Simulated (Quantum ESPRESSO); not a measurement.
# E(M) of Cobalt

Aim: the energy of Cobalt as a function of the total spin moment of its primitive cell.

Method: PBE; plane waves with GBRV 1.5 PBE potentials, no spin-orbit coupling, in Quantum ESPRESSO 7.5.

### Step 1. Set-up

The structure is hexagonal, space group P6_3/mmc (No. 194). The conventional cell has a = 2.507 Å, b = 2.507 Å, c = 4.070 Å, α = 90.00°, β = 90.00°, γ = 120.00°. Nearest to Co lie 12 Co at 2.50 to 2.51 Å.

Coordinates:

```cif
data_structure
_symmetry_space_group_name_H-M 'P 1'
_symmetry_Int_Tables_number 1
_cell_length_a 2.5074
_cell_length_b 2.5074
_cell_length_c 4.0699
_cell_angle_alpha 90.000
_cell_angle_beta 90.000
_cell_angle_gamma 120.000
_cell_volume 22.16
loop_
_atom_site_label
_atom_site_type_symbol
_atom_site_fract_x
_atom_site_fract_y
_atom_site_fract_z
_atom_site_occupancy
Co1 Co 0.33333 0.66667 0.25000 1
Co2 Co 0.66667 0.33333 0.75000 1
```

The cell comes from the Crystallography Open Database.

### Step 2. The free run

Input file pw.in:

```
&CONTROL
  calculation = 'scf'
  prefix = 'pwscf'
  outdir = './tmp'
  pseudo_dir = './pseudo'
  disk_io = 'nowf'
/
&SYSTEM
  ibrav = 0
  celldm(1) = 8
  nat = 2
  ntyp = 1
  ecutwfc = 40
  ecutrho = 280
  nbnd = 26
  occupations = 'smearing'
  smearing = 'fd'
  degauss = 0.00367493
  nspin = 2
  starting_magnetization(1) = 0.1176
/
&ELECTRONS
  conv_thr = 4d-09
  electron_maxstep = 150
  mixing_beta = 0.3
/
ATOMIC_SPECIES
Co     58.9332 co_pbe_v1.2.uspp.F.UPF
CELL_PARAMETERS alat
   0.5922874106108    0.0000000000000    0.0000000000000
  -0.2961437053054    0.5129359439191    0.0000000000000
   0.0000000000000    0.0000000000000    0.9613745443268
ATOMIC_POSITIONS crystal
Co      0.3333333333    0.6666666667    0.2500000000
Co      0.6666666667    0.3333333333    0.7500000000
K_POINTS automatic
12 12 12 0 0 0
```

Started as:

```
OMP_NUM_THREADS=1 mpirun -n 2 pw.x -nk 2 -in pw.in > pw.out
```

Output:

```text
Program PWSCF v.7.5 starts

     Message from routine setup:
     using ibrav=0 with symmetry is DISCOURAGED, use correct ibrav instead

     K-points division:     npool     =       2
     Subspace diagonalization in iterative solution of the eigenvalue problem:

     G-vector sticks info
     --------------------
     sticks:   dense  smooth     PW     G-vecs:    dense   smooth      PW
     Sum         433     253     85                11825     5191     989

     Using Slab Decomposition

     bravais-lattice index     =            0
     lattice parameter (alat)  =       8.0000  a.u.
     unit-cell volume          =     149.5403 (a.u.)^3
     number of atoms/cell      =            2
     number of atomic types    =            1
     number of electrons       =        34.00
     number of Kohn-Sham states=           26
     kinetic-energy cutoff     =      40.0000  Ry
     charge density cutoff     =     280.0000  Ry
     scf convergence threshold =      4.0E-09
     mixing beta               =       0.3000
     number of iterations used =            8  plain     mixing
     Exchange-correlation= SLA  PW   PBE  PBE
                           (   1   4   3   4   0   0   0)

     celldm(1)=   8.000000  celldm(2)=   0.000000  celldm(3)=   0.000000
     celldm(4)=   0.000000  celldm(5)=   0.000000  celldm(6)=   0.000000

     crystal axes: (cart. coord. in units of alat)
               a(1) = (   0.592287   0.000000   0.000000 )
               a(2) = (  -0.296144   0.512936   0.000000 )
               a(3) = (   0.000000   0.000000   0.961375 )

     reciprocal axes: (cart. coord. in units 2 pi/alat)
               b(1) = (  1.688370  0.974781 -0.000000 )
               b(2) = (  0.000000  1.949561  0.000000 )
               b(3) = (  0.000000 -0.000000  1.040177 )

     PseudoPot. # 1 for Co read from file:
     co_pbe_v1.2.uspp.F.UPF
     Pseudo is Ultrasoft + core correction, Zval = 17.0
     Generated by new atomic code, or converted to UPF format
     Using radial grid of  863 points,  6 beta functions with:
                l(1) =   0
                l(2) =   0
                l(3) =   1
                l(4) =   1
                l(5) =   2
                l(6) =   2
     Q(r) pseudized with  8 coefficients,  rinner =    1.200   1.200   1.200
                                                       1.200   1.200

     atomic species   valence    mass     pseudopotential
     Co               17.00    58.93320     Co( 1.00)

     Starting magnetic structure
     atomic species   magnetization
     Co              0.118

     24 Sym. Ops., with inversion, found (12 have fractional translation)

   Cartesian axes

     site n.     atom                  positions (alat units)
         1        Co     tau(   1) = (  -0.0000000   0.3419573   0.2403436  )
         2        Co     tau(   2) = (   0.2961437   0.1709786   0.7210309  )

     number of k points=   133  Fermi-Dirac smearing, width (Ry)=  0.0037

     Number of k-points >= 100: set verbosity='high' to print them.

     Dense  grid:    11825 G-vectors     FFT dimensions: (  25,  25,  48)

     Smooth grid:     5191 G-vectors     FFT dimensions: (  20,  20,  32)

     Check: negative core charge=   -0.000054
     Generating pointlists ...
     new r_m :   0.2433 (alat units)  1.9467 (a.u.) for type    1

     Initial potential from superposition of free atoms

     starting charge      32.0000, renormalised to      34.0000
     Starting wfcs are   26 randomized atomic wfcs

     Self-consistent Calculation

     iteration #  1     ecut=    40.00 Ry     beta= 0.30
     Davidson diagonalization with overlap
     ethr =  1.00E-02,  avg # of iterations =  4.7

     total energy              =    -593.79823725 Ry
     estimated scf accuracy    <      14.65328218 Ry

     total magnetization       =     2.16 Bohr mag/cell
     absolute magnetization    =     2.20 Bohr mag/cell

     iteration #  2     ecut=    40.00 Ry     beta= 0.30
     Davidson diagonalization with overlap
     ethr =  1.00E-02,  avg # of iterations =  2.3

     total energy              =    -596.86154896 Ry
     estimated scf accuracy    <       0.64086734 Ry

     total magnetization       =     3.13 Bohr mag/cell
     absolute magnetization    =     3.29 Bohr mag/cell

     iteration #  3     ecut=    40.00 Ry     beta= 0.30
     Davidson diagonalization with overlap
     ethr =  1.88E-03,  avg # of iterations =  1.4

     total energy              =    -596.97543539 Ry
     estimated scf accuracy    <       0.00962404 Ry

     total magnetization       =     3.33 Bohr mag/cell
     absolute magnetization    =     3.52 Bohr mag/cell

     [... further iterations left out ...]

     iteration #  8     ecut=    40.00 Ry     beta= 0.30
     Davidson diagonalization with overlap
     ethr =  4.28E-08,  avg # of iterations =  1.6

     total energy              =    -596.97820259 Ry
     estimated scf accuracy    <       0.00000292 Ry

     total magnetization       =     3.39 Bohr mag/cell
     absolute magnetization    =     3.75 Bohr mag/cell

     iteration #  9     ecut=    40.00 Ry     beta= 0.30
     Davidson diagonalization with overlap
     ethr =  8.59E-09,  avg # of iterations =  2.0

     total energy              =    -596.97820404 Ry
     estimated scf accuracy    <       0.00000021 Ry

     total magnetization       =     3.39 Bohr mag/cell
     absolute magnetization    =     3.75 Bohr mag/cell

     iteration # 10     ecut=    40.00 Ry     beta= 0.30
     Davidson diagonalization with overlap
     ethr =  6.30E-10,  avg # of iterations =  2.0

     total energy              =    -596.97820417 Ry
     estimated scf accuracy    <       0.00000002 Ry

     total magnetization       =     3.39 Bohr mag/cell
     absolute magnetization    =     3.75 Bohr mag/cell

     iteration # 11     ecut=    40.00 Ry     beta= 0.30
     Davidson diagonalization with overlap
     ethr =  6.69E-11,  avg # of iterations =  1.5

     Magnetic moment per site  (integrated on atomic sphere of radius R)
     atom   1 (R=0.243)  charge= 15.6083  magn=  1.7774
     atom   2 (R=0.243)  charge= 15.6083  magn=  1.7774

     End of self-consistent calculation

     Number of k-points >= 100: set verbosity='high' to print the bands.

     the Fermi energy is    18.0301 ev

!    total energy              =    -596.97820424 Ry
     estimated scf accuracy    <          4.8E-10 Ry
     smearing contrib. (-TS)   =      -0.00105447 Ry
     internal energy E=F+TS    =    -596.97714977 Ry

     The total energy is F=E-TS. E is the sum of the following terms:
     one-electron contribution =    -313.61468616 Ry
     hartree contribution      =     178.23112691 Ry
     xc contribution           =     -65.34223046 Ry
     ewald contribution        =    -396.25136006 Ry

     total magnetization       =     3.39 Bohr mag/cell
     absolute magnetization    =     3.75 Bohr mag/cell

     convergence has been achieved in  11 iterations

=------------------------------------------------------------------------------=
   JOB DONE.
=------------------------------------------------------------------------------=
```

The job ended after 20 s (2 MPI ranks of Arm Neoverse V2, shared host; peak memory 0.21 GiB; 40 s of CPU time).

Spin moment in the atom's sphere by atom:

| atom | spin moment in the atom's sphere (μB) |
| --- | --- |
| Co1 | 1.78 |
| Co2 | 1.78 |

Numbers from this step:

- smearing term TS: 0.01435 eV
- magnetization: 3.388 μB
- absolute magnetization: 3.754 μB
- final state: ferromagnetic

### Step 3. Moment fixed at 0 μB

The two spin channels are filled to separate Fermi energies, so that the total moment meets the target. Half of the up one less the down one is the slope dE/dM.

Changes to pw.in since step 2:

```diff
@@ -14,3 +14,3 @@
   ecutrho = 280
-  nbnd = 26
+  nbnd = 27
   occupations = 'smearing'
@@ -19,3 +19,4 @@
   nspin = 2
-  starting_magnetization(1) = 0.1176
+  starting_magnetization(1) = 0.0059
+  tot_magnetization = 0
 /
```

Output:

```text
     [... lines left out ...]
Program PWSCF v.7.5 starts
     [... lines left out ...]
     number of atoms/cell      =            2
     [... lines left out ...]
     number of electrons       =        34.00 (up:  17.00, down:  17.00)
     number of Kohn-Sham states=           27
     kinetic-energy cutoff     =      40.0000  Ry
     charge density cutoff     =     280.0000  Ry
     scf convergence threshold =      4.0E-09
     [... lines left out ...]
     24 Sym. Ops., with inversion, found (12 have fractional translation)
     [... lines left out ...]
     number of k points=   133  Fermi-Dirac smearing, width (Ry)=  0.0037
     [... lines left out ...]
     iteration # 11     ecut=    40.00 Ry     beta= 0.30
     [... lines left out ...]
     Magnetic moment per site  (integrated on atomic sphere of radius R)
     atom   1 (R=0.243)  charge= 15.6153  magn=  0.0000
     atom   2 (R=0.243)  charge= 15.6153  magn=  0.0000
     [... lines left out ...]
     the spin up/dw Fermi energies are    17.8969   17.8969 ev
!    total energy              =    -596.93515203 Ry
     estimated scf accuracy    <          8.6E-11 Ry
     smearing contrib. (-TS)   =      -0.00358603 Ry
     [... lines left out ...]
     total magnetization       =    -0.00 Bohr mag/cell
     absolute magnetization    =     0.00 Bohr mag/cell
     convergence has been achieved in  11 iterations
```

It took 21 s on 2 MPI ranks; peak memory 0.21 GiB; 42 s of CPU time.

Numbers from this step:

| Quantity | Value |
| --- | --- |
| magnetization | 0 μB |
| absolute magnetization | 0 μB |
| half the difference of the two Fermi energies | 0 meV |
| largest moment | 0 μB |

### Step 4. Moment fixed at 0.459 μB

Changes to pw.in since step 3:

```diff
@@ -19,4 +19,4 @@
   nspin = 2
-  starting_magnetization(1) = 0.0059
-  tot_magnetization = 0
+  starting_magnetization(1) = 0.0135
+  tot_magnetization = 0.459
 /
```

Output:

```text
     [... lines left out ...]
Program PWSCF v.7.5 starts
     [... lines left out ...]
     number of atoms/cell      =            2
     [... lines left out ...]
     number of electrons       =        34.00 (up:  17.23, down:  16.77)
     number of Kohn-Sham states=           27
     kinetic-energy cutoff     =      40.0000  Ry
     charge density cutoff     =     280.0000  Ry
     scf convergence threshold =      4.0E-09
     [... lines left out ...]
     24 Sym. Ops., with inversion, found (12 have fractional translation)
     [... lines left out ...]
     number of k points=   133  Fermi-Dirac smearing, width (Ry)=  0.0037
     [... lines left out ...]
     iteration # 12     ecut=    40.00 Ry     beta= 0.30
     [... lines left out ...]
     Magnetic moment per site  (integrated on atomic sphere of radius R)
     atom   1 (R=0.243)  charge= 15.6153  magn=  0.2468
     atom   2 (R=0.243)  charge= 15.6153  magn=  0.2468
     [... lines left out ...]
     the spin up/dw Fermi energies are    17.8258   17.9585 ev
!    total energy              =    -596.93627290 Ry
     estimated scf accuracy    <          8.7E-11 Ry
     smearing contrib. (-TS)   =      -0.00366105 Ry
     [... lines left out ...]
     total magnetization       =     0.46 Bohr mag/cell
     absolute magnetization    =     0.54 Bohr mag/cell
     convergence has been achieved in  12 iterations
```

The job ended after 23 s (2 MPI ranks; peak memory 0.21 GiB).

Spin moment in the atom's sphere by atom:

| atom | spin moment in the atom's sphere (μB) |
| --- | --- |
| Co1 | 0.247 |
| Co2 | 0.247 |

Numbers from this step:

```yaml
magnetization: 0.459 μB
absolute_magnetization: 0.54 μB
half_the_difference_of_the_two_fermi_energies: -66.4 meV
```

### Step 5. Moment fixed at 0.918 μB

Changes to pw.in since step 4:

```diff
@@ -19,4 +19,4 @@
   nspin = 2
-  starting_magnetization(1) = 0.0135
-  tot_magnetization = 0.459
+  starting_magnetization(1) = 0.027
+  tot_magnetization = 0.918
 /
```

Output:

```text
     [... lines left out ...]
Program PWSCF v.7.5 starts
     [... lines left out ...]
     number of atoms/cell      =            2
     [... lines left out ...]
     number of electrons       =        34.00 (up:  17.46, down:  16.54)
     number of Kohn-Sham states=           27
     kinetic-energy cutoff     =      40.0000  Ry
     charge density cutoff     =     280.0000  Ry
     scf convergence threshold =      4.0E-09
     [... lines left out ...]
     24 Sym. Ops., with inversion, found (12 have fractional translation)
     [... lines left out ...]
     number of k points=   133  Fermi-Dirac smearing, width (Ry)=  0.0037
     [... lines left out ...]
     iteration # 12     ecut=    40.00 Ry     beta= 0.30
     [... lines left out ...]
     Magnetic moment per site  (integrated on atomic sphere of radius R)
     atom   1 (R=0.243)  charge= 15.6152  magn=  0.4935
     atom   2 (R=0.243)  charge= 15.6152  magn=  0.4935
     [... lines left out ...]
     the spin up/dw Fermi energies are    17.7505   18.0156 ev
!    total energy              =    -596.93962786 Ry
     estimated scf accuracy    <          5.9E-11 Ry
     smearing contrib. (-TS)   =      -0.00380236 Ry
     [... lines left out ...]
     total magnetization       =     0.92 Bohr mag/cell
     absolute magnetization    =     1.08 Bohr mag/cell
     convergence has been achieved in  12 iterations
```

Run time: 23 s. Hardware: 2 MPI ranks; peak memory 0.21 GiB.

Numbers from this step:

```yaml
magnetization: 0.918 μB
absolute_magnetization: 1.078 μB
half_the_difference_of_the_two_fermi_energies: -132.5 meV
largest_moment: 0.4935 μB
```

### Step 6. E(M)

The runs not shown differ in the target, the start and the number of states alone. The point at 3.39 μB is the free run, entered with slope zero.

Table of energy over the lowest by total spin moment:

| total spin moment (μB a cell) | energy over the lowest (meV a cell) |
| --- | --- |
| 0.00 | 586 |
| 0.46 | 571 |
| 0.92 | 525 |
| 1.38 | 449 |
| 1.83 | 347 |
| 2.29 | 228 |
| 2.75 | 101 |
| 3.21 | 10.3 |
| 3.39 | 0 |
| 3.67 | 52.3 |
| 4.13 | 274 |
| 4.59 | 688 |

dE/dM against total spin moment:

| total spin moment (μB a cell) | dE/dM (meV/μB) |
| --- | --- |
| 0.00 | -0.00867 |
| 0.46 | -66.4 |
| 0.92 | -133 |
| 1.38 | -197 |
| 1.83 | -245 |
| 2.29 | -267 |
| 2.75 | -282 |
| 3.21 | -103 |
| 3.39 | 0 |
| 3.67 | 357 |
| 4.13 | 625 |
| 4.59 | 1142 |

The largest site moment by total spin moment:

```csv
total spin moment (μB a cell),largest site moment (μB)
0.00,4.8e-6
0.46,0.247
0.92,0.493
1.38,0.739
1.83,0.984
2.29,1.23
2.75,1.47
3.21,1.69
3.39,1.78
3.67,1.90
4.13,2.09
4.59,2.27
```

### Step 7. What came out

| Property | Result |
| --- | --- |
| moment of the free run | 3.39 μB a cell |
| energy at zero total moment | 586 meV a cell over the lowest |
| ΔE/ΔM² from the lowest point to 3.67 and to 3.21 μB | 654 and 333 meV/μB² |

At zero total moment the site moments vanish, so the 586 meV a cell is the energy of forming them. The points show one minimum alone. All runs start parallel; opposed orders may lie lower.

[Logs and program files are shortened in this print: banners, set-up blocks, solver, clock and traceback lines can be left out without a mark of their own.]

[Logs are printed without paths, hosts, clocks, repeated set-up lines and the standing remarks that a program may print on its own settings, such as how far it seeks lower states.]

[Hosts, paths, dates, database ids (printed as entryN), source tags and the programs' standing remarks are cut or masked in the printed files.]

[Where a cell is said to come from a database of computed structures, the database is the Materials Project.]
